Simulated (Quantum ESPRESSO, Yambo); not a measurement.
# Quasiparticle gap of Al2O3 (Corundum) in Yambo, part 3 of 3

How does a plane-wave GW calculation on Al2O3 (Corundum) run from the first input to the gap?

Quantum ESPRESSO 7.5 and Yambo 5.3.0; PBE and many-body steps on it, plane waves. Known limits of the many-body steps: not at the basis limit.

So far. Step 3 (Bands along the symmetry lines): The gap is 6.266 eV, as in the run before at this level. Step 4 (Empty states on the mesh, 4×4×4 mesh, 378 bands): On this mesh the gap is 6.266 eV.

## (6) Screening and self-energy, 4×4×4 mesh, 378 bands, screening to 204.1 eV

Now the one-shot GW correction: screening in the RPA, then the self-energy of the levels asked for.

This step: G0W0 on PBE, plane waves, norm-conserving pseudopotentials.

gw3.in reads:

```
HF_and_locXC
gw0
dyson
ppa
em1d
rim_cut
RandQpts= 1000000
RandGvec= 1 RL
EXXRLvcs= 72 Ry
VXCRLvcs= 288 Ry
Chimod= "HARTREE"
% BndsRnXp
 1 | 378 |
%
NGsBlkXp= 15 Ry
% LongDrXp
 1 | 1 | 1 |
%
% GbndRnge
 1 | 378 |
%
DysSolver= "n"
ExtendOut
PPAPntXp= 27.21138 eV
% QPkrange
 1 | 1 | 23 | 26 |
%
```

Run with:

```
$ OMP_NUM_THREADS=1 mpirun -n 4 yambo -F gw3.in -J gw3 -C gw3 > gw3.log
```

Output:

```text
 Yambo, version 5.3.0

 [02] CORE Variables Setup
 =========================

  [... cell, symmetries and grids as in the set-up ...]

  [02.05] Energies & Occupations
  ==============================

  [X] === General ===
  [X] Electronic Temperature                        :  0.000000  0.000000 [eV K]
  [X] Bosonic    Temperature                        :  0.000000  0.000000 [eV K]
  [X] Finite Temperature mode                       : no
  [X] El. density                                   :  0.56459E+24 [cm-3]
  [X] Fermi Level                                   :  7.718765 [eV]

  [X] === Gaps and Widths ===
  [X] Conduction Band Min                           :  6.266285 [eV]
  [X] Valence Band Max                              :  0.000000 [eV]
  [X] Filled Bands                                  :  24
  [X] Empty Bands                                   :    25   378
  [X] Direct Gap                                    :  6.266285 [eV]
  [X] Direct Gap localized at k                     :  1
  [X] Indirect Gap                                  :  6.266285 [eV]
  [X] Indirect Gap between kpts                     :  1  1
  [X] Last valence band width                       :  0.549059 [eV]
  [X] 1st conduction band width                     :  3.582157 [eV]

 [03] Transferred momenta grid and indexing
 ==========================================

 IBZ Q-points                                      :  14
 BZ  Q-points                                      :   64

 K/Q-points units:
 rlu = crystal or reduced units; cc = cartesian coordinates; iku = interal k-units

 Q [ 1]         [rlu]:  0.000000  0.000000  0.000000
 Q [ 2]         [rlu]: -0.13482E-16 -0.27360E-16  0.25000
 Q [ 3]         [rlu]:  0.26965E-16  0.54720E-16 -0.50000
 Q [ 4]         [rlu]:  0.86127E-17  0.25000      0.25000
 Q [ 5]         [rlu]: -0.12880E-16  0.25000      0.50000
 Q [ 6]         [rlu]: -0.15111E-16  0.25000     -0.25000
 Q [ 7]         [rlu]:  0.11061E-15 -0.50000     -0.50000
 Q [ 8]         [rlu]:  0.250000  0.250000  0.250000
 Q [ 9]         [rlu]:  0.250000  0.250000  0.500000
 Q [10]         [rlu]:  0.250000  0.250000 -0.250000
 Q [11]         [rlu]:  0.250000  0.500000  0.500000
 Q [12]         [rlu]:  0.250000  0.500000  0.750000
 Q [13]         [rlu]: -0.500000 -0.500000 -0.500000
 Q [14]         [rlu]: -0.25000      0.44742E-17 -0.50000

 [04] Coloumb potential Random Integration (RIM)
 ===============================================

  [04.01] RIM initialization
  ==========================

  * Diagonal components only detected *

  8 x (sBL volume)        :  0.054043 [a.u.]
  sBZ random points       :  1000000
  Points outside the sBZ  :   7967396
  RL volume               :  0.432347 [a.u.]
  Integrated volume       :  0.434116 [a.u.]

  [04.02] RIM integrals
  =====================

  Gamma point sphere radius             :  0.068580 [a.u.]
  Points outside the sphere             :   800626
  [Int_sBZ(q=0) 1/q^2]*(Vol_sBZ)^(-1/3) =:  7.770918
                                 should be <:  7.795600

  Summary of Coulomb integrals for non-metallic bands |Q|[au] RIM/Bare

  Q [1] 0.100000E-4 0.996834 * Q [8] 0.191887 1.041586
  Q [2] 0.211524 1.077508 * Q [4] 0.238781 1.069714
  Q [9] 0.325746 1.027742 * Q [6] 0.349219 1.032846
  Q [11] 0.378062 1.020848 * Q [13] 0.383774 1.015523
  Q [5] 0.398466 1.024401 * Q [14] 0.398466 1.024201
  Q [10] 0.408285 1.024609 * Q [3] 0.423049 1.022144
  Q [7] 0.477561 1.017329 * Q [12] 0.518880 1.013830

 [05] Dipoles
 ============

  [05.01] Setup: observables and procedures
  =========================================

  [WARNING] [x,Vnl] slows the Dipoles computation. To neglect it rename the ns.kb_pp file

 [06] Dynamic Dielectric Matrix (PPA)
 ====================================

 [WR./gw3//ndb.pp]---------------------------------------------------------------
  Brillouin Zone Q/K grids (IBZ/BZ)                :   14   64   14   64
  RL vectors                                       :   7193 [WF]
  Coulomb cutoff potential                         : none
  Electronic Temperature                           :  0.000000 [K]
  Bosonic    Temperature                           :  0.000000 [K]
  PPA    diel. fun.  energies                      : Perdew, Burke & Ernzerhof(X)+Perdew, Burke & Ernzerhof(C)
  wavefunctions                                    : Perdew, Burke & Ernzerhof(X)+Perdew, Burke & Ernzerhof(C)
  Global Gauge                                     : length
  X matrix size                                    :   563
  X band range                                     :     1   378
  X e/h energy range                               : -1.000000 -1.000000 [eV]
  X Time ordering                                  : R
  X Hxc Kernel                                     : HARTREE
  X Drude frequency                                :  0.000000  0.000000
  X poles                                          :  100.0000 [o/o]
  RL vectors in the sum                            :   7193
  [r,Vnl] included                                 : yes
  Field direction                                  :  0.577350E-5  0.577350E-5  0.577350E-5
  BZ energy Double Grid                            : no
  BZ energy DbGd points                            : 0
  BZ Q point size factor                           : -1.000000
  X Optical Averaged directions                    : none

 [07] Local Exchange-Correlation + Non-Local Fock
 ================================================

 [VXC] Plane waves :   47361
 [EXS] Plane waves :   5903

 QP @ state[ 1 ] K range:  1  1
 QP @ state[ 1 ] b range:  23  26

 [xc] Functional : Perdew, Burke & Ernzerhof(X)+Perdew, Burke & Ernzerhof(C)
 [xc] LIBXC used to calculate xc functional
  PP Number of Atomic Species                      :  2
  NLCC RL compoments                               :   47361
  PP Number of Atomic Species                      :  2
  NLCC RL compoments                               :   47361

 [xc] E_xc :  -25.09480 [Ha]
      E_xc :  -50.18961 [Ry]

  Local XC kind (lXC) : Perdew, Burke & Ernzerhof(X)+Perdew, Burke & Ernzerhof(C)
  Non-Local XC kind (nlXC) : Hartree-Fock

  Corrections @ K [1] :  [eV]
 <23|nlXC|23> = -25.96448 -0.38622E-17 <23|lXC|23> = -20.46721 -0.18882E-15
 <24|nlXC|24> = -25.83744  0.15856E-16 <24|lXC|24> = -20.39734  0.18882E-15
 <25|nlXC|25> = -8.925464  0.21022E-17 <25|lXC|25> = -13.77888  0.56645E-15
 <26|nlXC|26> = -6.122233 -0.10740E-17 <26|lXC|26> = -11.42354  0.47204E-16

 [08] Dyson equation: Newton solver
 ==================================

  [08.01] G0W0 (W PPA)
  ====================

  [  GW  ] Bands range     :     1   378
  [GW/PPA] G damping       :  0.100000 [eV]

  QP @ state[ 1 ] K range:  1  1
  QP @ state[ 1 ] b range:  23  26

   Sc/G bands                                       :     1   378
   Sc/G damping                                     :  0.100000 ev
   Sc bands terminator                              : no
   Sx RL components                                 :   5903

   QP @ state[ 1 ] K range                          :  1  1
   QP @ state[ 1 ] b range                          :  23  26
   GF energies kind                                 : Perdew, Burke & Ernzerhof(X)+Perdew, Burke & Ernzerhof(C)
   GF WF`s kind                                     : Perdew, Burke & Ernzerhof(X)+Perdew, Burke & Ernzerhof(C)
   Xs energies kind                                 : Perdew, Burke & Ernzerhof(X)+Perdew, Burke & Ernzerhof(C)
   Xs WF`s kind                                     : Perdew, Burke & Ernzerhof(X)+Perdew, Burke & Ernzerhof(C)

 [11] Game Over & Game summary
```

The job ended after 39 min (4 MPI ranks of Arm Neoverse V1, shared host; peak memory 4.4 GiB).

This step gave:

| Item | Value |
| --- | --- |
| G0W0 gap on the points computed | 8.589 eV |
| starting gap on the mesh | 6.266 eV |
| k of the valence top | 0, 0, 0 |
| k of the conduction bottom | 0, 0, 0 |
| least direct G0W0 gap on the computed points | 8.589 eV |
| Z at the valence top | 0.8137 |
| Z at the conduction bottom | 0.8503 |

The gap on the mesh goes from 6.27 eV to 8.59 eV, a correction of +2.32 eV.

Limits: finite bands, cutoff and mesh. v1 is the top filled band, c1 the lowest empty one. The levels before and after the correction (eV, zero at the valence-band top of each column):

```tsv
	conduction bottom	valence top
Kohn-Sham	6.27	0.00
G0W0	8.59	0.00
```

```tsv
	level	energy (eV)
Kohn-Sham	Γ v2	-0.045
Kohn-Sham	Γ v1	0.000
Kohn-Sham	Γ c1	6.266
Kohn-Sham	Γ c2	9.188
G0W0	Γ v2	-0.053
G0W0	Γ v1	0.000
G0W0	Γ c1	8.589
G0W0	Γ c2	11.514
```

## (7) Where the time went

Times are wall times on the hardware named with each run, good to a factor of about two.

```tsv
step	time	share	memory (GiB)
ground state	68 s	3 %	0.5
bands along the symmetry lines	30 s	1 %	0.33
empty states on the mesh	3.1 min	7 %	1.1
conversion and set-up	3 s	0 %	0.25
screening and self-energy	39 min	89 %	4.4
```

## (8) What came out

```yaml
pbe_gap: 6.27 eV, direct
g0w0_gap_on_the_mesh: 8.59 eV
gw_settings: 4×4×4 mesh, 378 bands, screening to 204.1 eV, Godby-Needs plasmon pole
known_limits: not at the basis limit
```

**Reading.** G0W0 moves the gap on the mesh from 6.27 eV to 8.59 eV (+2.32 eV), with Z of 0.81 and 0.85 at the edges. Only 1 of the mesh's irreducible points was corrected, so a valley elsewhere could overtake. The dearest step here is «screening and self-energy». Against experiment, by G0W0@PBE: the gap of 8.59 eV lies −0.11 eV from the measured 8.7 eV (optical, quoted 2018). An exciton line or allowed optical edge lies below the quasiparticle gap by the binding energy; a forbidden edge can push the onset above it. The calculation has static nuclei and no excitons; a measured gap holds zero-point and thermal motion, which mostly lowers it. Bands and cutoff are finite, so the gap is not at the basis limit. The miss can reach some tenths of an eV and take either sign; the mesh is an error of its own. In the G0W0 run levels were corrected at 1 k point alone, so a gap called «on the mesh» is the least over those, and an edge elsewhere would be missed.

[Paths, hosts, dates, memory and timing lines, banners, echoed tables and standing remarks are left out of the program output.]

[Logs are printed without paths, hosts, clocks, repeated set-up lines and the standing remarks that a program may print on its own settings, such as how far it seeks lower states.]

[Runs of the session that timed out or met a known fault of the program may be left out.]

[Hosts, paths, dates, database ids (printed as entryN), source tags and the programs' standing remarks are cut or masked in the printed files.]
